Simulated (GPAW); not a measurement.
# Geometry or basis: what sets the conductance of CN in line between two Ga chains, part 2 of 2

Aim: the conductance of CN in line between two Ga chains after relaxation, and whether geometry, basis or functional moves it most.

GPAW 26.7.0; GPAW LCAO, PAW setups; relaxation of the junction within the symmetry of its start, lead ends held (the session's first sound run).

So far, transmission at the Fermi level (one spin): step 3 (GPAW, dzp, PBE, GPAW) 1.93; step 4 (basis szp(dzp), PBE, GPAW) 1.92; step 5 (basis sz(dzp), PBE, GPAW) 1.93; step 6 (LDA) 1.93. Also open channels of the lead at the Fermi level (one spin): step 4 3.

## (7) The structure as built: geometry = "as built"

The dzp basis with PBE on the structure as first built shows what the relaxation was worth.

Input file run.py:

```python
import json
import numpy as np
from ase import Atoms
from ase.transport.calculators import TransportCalculator
from gpaw import GPAW, FermiDirac
from gpaw.lcao.tools import get_lcao_hamiltonian
from scipy.linalg import eigh

# The junction with lead layers at both ends, along the third cell vector
device = Atoms(
    ['Ga', 'Ga', 'Ga', 'Ga', 'Ga', 'Ga', 'C', 'N', 'Ga', 'Ga', 'Ga', 'Ga', 'Ga', 'Ga'],
    positions=[
        [4.50000, 4.50000, 1.27500],
        [4.50000, 4.50000, 3.82500],
        [4.50000, 4.50000, 6.37500],
        [4.50000, 4.50000, 8.92500],
        [4.50000, 4.50000, 11.47500],
        [4.50000, 4.50000, 14.02500],
        [4.50000, 4.50000, 15.87340],
        [4.50000, 4.50000, 17.05340],
        [4.50000, 4.50000, 18.87770],
        [4.50000, 4.50000, 21.42770],
        [4.50000, 4.50000, 23.97770],
        [4.50000, 4.50000, 26.52770],
        [4.50000, 4.50000, 29.07770],
        [4.50000, 4.50000, 31.62770]],
    cell=[[9.0, 0.0, 0.0], [0.0, 9.0, 0.0], [0.0, 0.0, 32.9027]],
    pbc=True)

# One principal layer of the lead: the first 3 atoms of the device
lead = Atoms(
    ['Ga', 'Ga', 'Ga'],
    positions=[
        [4.50000, 4.50000, 1.27500],
        [4.50000, 4.50000, 3.82500],
        [4.50000, 4.50000, 6.37500]],
    cell=[[9.0, 0.0, 0.0], [0.0, 9.0, 0.0], [0.0, 0.0, 7.65]],
    pbc=True)

settings = dict(mode='lcao', basis='dzp', xc='PBE', h=0.18,
                occupations=FermiDirac(0.1), maxiter=250,
                mixer=dict(beta=0.1, nmaxold=8, weight=100.0),
                convergence=dict(density=0.0001))
energies = np.arange(-2, 2 + 1e-9, 0.025)
eta = 0.0001
n1, n2 = 1, 1
# k and -k transmit alike, so half of the mesh across the current serves
mesh = [(i, j) for i in range(n1) for j in range(n2) if (i, j) <= (-i % n1, -j % n2)]
weights = np.array([1 if (i, j) == (-i % n1, -j % n2) else 2 for i, j in mesh]) / (n1 * n2)

# [... helper functions left out ...]
fermi_lead = ground_state(lead, (1, 1, 15), 'lead.txt')
fermi_device = ground_state(device, (1, 1, 3), 'device.txt')
# [... loop over the mesh left out, but for ...]
        # Shift the lead onto the potential of the device's first layer
        shift = ((H[:, 0, 0] - H0[:, 0, 0]) / S0[0, 0]).real.mean()
# [...]
kT = 8.617333e-5 * 300
bias = [0.1, 0.2, 0.5, 1.0, 1.5, 2.0]
# [... integrals and printing left out ...]
```

The run is started by

```
> OMP_NUM_THREADS=1 OPENBLAS_NUM_THREADS=1 python run.py
```

Run time: 2.4 min. Hardware: 1 thread of Arm Neoverse V1, shared host; peak memory 1.6 GiB.

Numbers from this step:

| Quantity | Value |
| --- | --- |
| conductance | 2.004 G₀ |
| largest coupling past the next principal layer | 6.03e-5 eV |
| largest misfit of the first principal layer | 0.01807 eV |
| shift that aligns the lead | 0.02623 eV |
| transmission at the Fermi level (one spin) | 2.002 |

One spin. Transmission, zone mean against energy, zero at the Fermi level:

energy (eV), transmission, zone mean and a bar:
```
   -2.000       0.06 #
   -1.800       0.06 #
   -1.600       0.07 #
   -1.400       0.01 
   -1.200       0.05 
   -1.000       0.05 #
   -0.800       0.05 #
   -0.600       0.05 #
   -0.400       0.05 #
   -0.200       2.00 #############################
   -0.150       2.03 ##############################
    0.000       2.00 ##############################
    0.200       2.00 ##############################
    0.400       1.95 #############################
    0.600       1.90 ############################
    0.800       1.88 ############################
    1.000       1.87 ############################
    1.200       1.86 ###########################
    1.400       1.85 ###########################
    1.600       1.85 ###########################
    1.800       1.85 ###########################
    2.000       1.85 ###########################
```

The conductance, 2.00 G₀, lies 4.5 % above that of the dzp run.

## (8) Cost and result by level

Times are for 1 thread of Arm Neoverse V1, shared host. The runs compared:

| no. | run | conductance (G₀) | time | memory (GiB) |
| --- | --- | --- | --- | --- |
| 1 | dzp | 1.917 | 2.3 min | 1.6 |
| 2 | szp | 1.911 | 2.2 min | 1.6 |
| 3 | sz | 1.920 | 88 s | 1.5 |
| 4 | dzp LDA | 1.926 | 2.2 min | 1.6 |
| 5 | asbuilt | 2.004 | 2.4 min | 1.6 |

## (9) Comparison

The curves are compared point by point over the common energies.

This step: comparison of transmission and cost over codes, levels and geometry (GPAW 26.7.0).

Ladder, by row:

| step | code | T at the Fermi level (sum over the listed spins) | conductance (G0) | r.m.s. T(E) from the first | wall time (s) | peak memory (GiB) | threads |
| --- | --- | --- | --- | --- | --- | --- | --- |
| dzp | GPAW | 1.925 | 1.917 | 0 | 137.3 | 1.63 | 1 |
| szp | GPAW | 1.92 | 1.911 | 0.1046 | 129.1 | 1.6 | 1 |
| sz | GPAW | 1.929 | 1.92 | 0.1225 | 88.36 | 1.46 | 1 |
| dzp-LDA | GPAW | 1.933 | 1.926 | 0.09125 | 134.3 | 1.63 | 1 |
| asbuilt | GPAW | 2.002 | 2.004 | 0.1783 | 144.5 | 1.63 | 1 |

Table of transmission, zone mean, sum over the listed spins by energy, zero at the Fermi level:

```csv
energy (eV),dzp,szp,sz,dzp-LDA,asbuilt
-2.0000,0.0561,0.0641,0.0623,0.0578,0.0571
-1.7500,0.0602,0.0849,0.0876,0.0685,0.0601
-1.5000,0.0895,1.9e-7,5.5e-8,3.0e-5,0.0877
-1.2500,0.0475,0.0255,0.0297,0.0318,0.0434
-1.0000,0.0551,0.0402,0.0408,0.0440,0.0490
-0.7500,0.0591,0.0476,0.0473,0.0501,0.0508
-0.5000,0.0627,0.0533,0.0526,0.0550,0.0519
-0.2500,0.0662,0.0583,0.0574,0.0595,0.0528
-0.0500,1.93,1.93,1.94,1.94,2.01
0.0000,1.93,1.92,1.93,1.93,2.00
0.2500,1.68,1.68,1.69,1.71,1.99
0.5000,1.53,1.56,1.60,1.58,1.92
0.7500,1.51,1.57,1.62,1.55,1.88
1.0000,1.57,1.66,1.71,1.61,1.87
1.2500,1.70,1.80,1.85,1.73,1.86
1.5000,1.82,1.91,1.95,1.85,1.85
1.7500,1.90,1.97,2.00,1.91,1.85
2.0000,1.94,1.99,2.01,1.95,1.85
```

## (10) Smearing 0.025, SCF mesh 1×1×1

Smearing helps the SCF of a metal converge, but it blurs occupations at band edges near the Fermi level. The SCF mesh sets the Fermi level of the repeated cell.

This step: GPAW LCAO, PAW setups; Landauer transmission from Green's functions with principal layers (ASE), zero bias (GPAW 26.7.0).

Changes to run.py since step 7:

```diff
@@ -17,6 +17,6 @@
         [4.50000, 4.50000, 11.47500],
-        [4.50000, 4.50000, 14.02500],
-        [4.50000, 4.50000, 15.87340],
-        [4.50000, 4.50000, 17.05340],
-        [4.50000, 4.50000, 18.87770],
+        [4.50000, 4.50000, 13.80716],
+        [4.50000, 4.50000, 15.74844],
+        [4.50000, 4.50000, 16.95145],
+        [4.50000, 4.50000, 18.93233],
         [4.50000, 4.50000, 21.42770],
@@ -40,3 +40,3 @@
 settings = dict(mode='lcao', basis='dzp', xc='PBE', h=0.18,
-                occupations=FermiDirac(0.1), maxiter=250,
+                occupations=FermiDirac(0.025), maxiter=250,
                 mixer=dict(beta=0.1, nmaxold=8, weight=100.0),
@@ -52,3 +52,3 @@
 fermi_lead = ground_state(lead, (1, 1, 15), 'lead.txt')
-fermi_device = ground_state(device, (1, 1, 3), 'device.txt')
+fermi_device = ground_state(device, (1, 1, 1), 'device.txt')
 # [... loop over the mesh left out, but for ...]
```

Wall time 1.7 min (1 thread); peak memory 1.6 GiB.

The run finished with changed settings (width = 0.025 and scf_mesh = [1, 1, 1]); it serves as a test.

Side by side:

| quantity | this run | sound run | difference |
| --- | --- | --- | --- |
| conductance (G₀) | 1.9904 | 1.9169 | 0.0735 |
| largest coupling past the next principal layer (eV) | 6.045e-5 | 6.030e-5 | 1.5e-7 |
| largest misfit of the first principal layer (eV) | 0.099569 | 0.042827 | 0.0567 |
| shift that aligns the lead (eV) | -0.023684 | 0.025808 | -0.0495 |
| transmission at the Fermi level (one spin) | 2.0104 | 1.9253 | 0.0851 |

The shift that aligns the lead changes sign: -0.0237 eV against 0.0258 eV.

## (11) Outcome

| Item | Value |
| --- | --- |
| conductance | 1.92 G₀ |
| transmission at the Fermi level, mean of the spins | 1.93 |
| thermopower | about 0 (under 1.5 μV/K) |

In the dzp basis the junction conducts 1.92 G₀ at 300 K, with T = 1.93 a spin at the Fermi level; the sz basis reaches that conductance within 10 %. Relaxation moved atoms by up to 0.22 Å and took the conductance from 2.00 to 1.92 G₀, as a ratio a larger change than the step from dzp to the minimal basis. At the Fermi level the three most open eigenchannels pass 0.93, 0.93 and 0.070. Measured against the first run (dzp), the nearest curve is that of dzp-LDA (r.m.s. 0.091) and the farthest that of asbuilt (0.18). Over the compared runs wall time goes from 88 s (sz) to 144 s (asbuilt), on a shared host. The leads kept an estimated spacing and the cell its length, so the junction may be under some tension or compression. The geometry comes from the orbital basis, which tends to overbind, and kept the symmetry of the start, so a structure of lower symmetry may lie lower. The run had no spin polarisation, so a magnetic state, which chains and small molecules with open shells often have, wasn't tested. An evenly spaced straight chain is an idealisation: free chains tend to dimerise, zigzag or, where a band edge lies near the Fermi level, turn magnetic. The currents use the zero-bias T(E) throughout, which holds only while the bias is small against the distance to the nearest feature.

[Logs are printed without paths, hosts, clocks, repeated set-up lines and the standing remarks that a program may print on its own settings, such as how far it seeks lower states.]

[Hosts, paths, dates, database ids (printed as entryN), source tags and the programs' standing remarks are cut or masked in the printed files.]
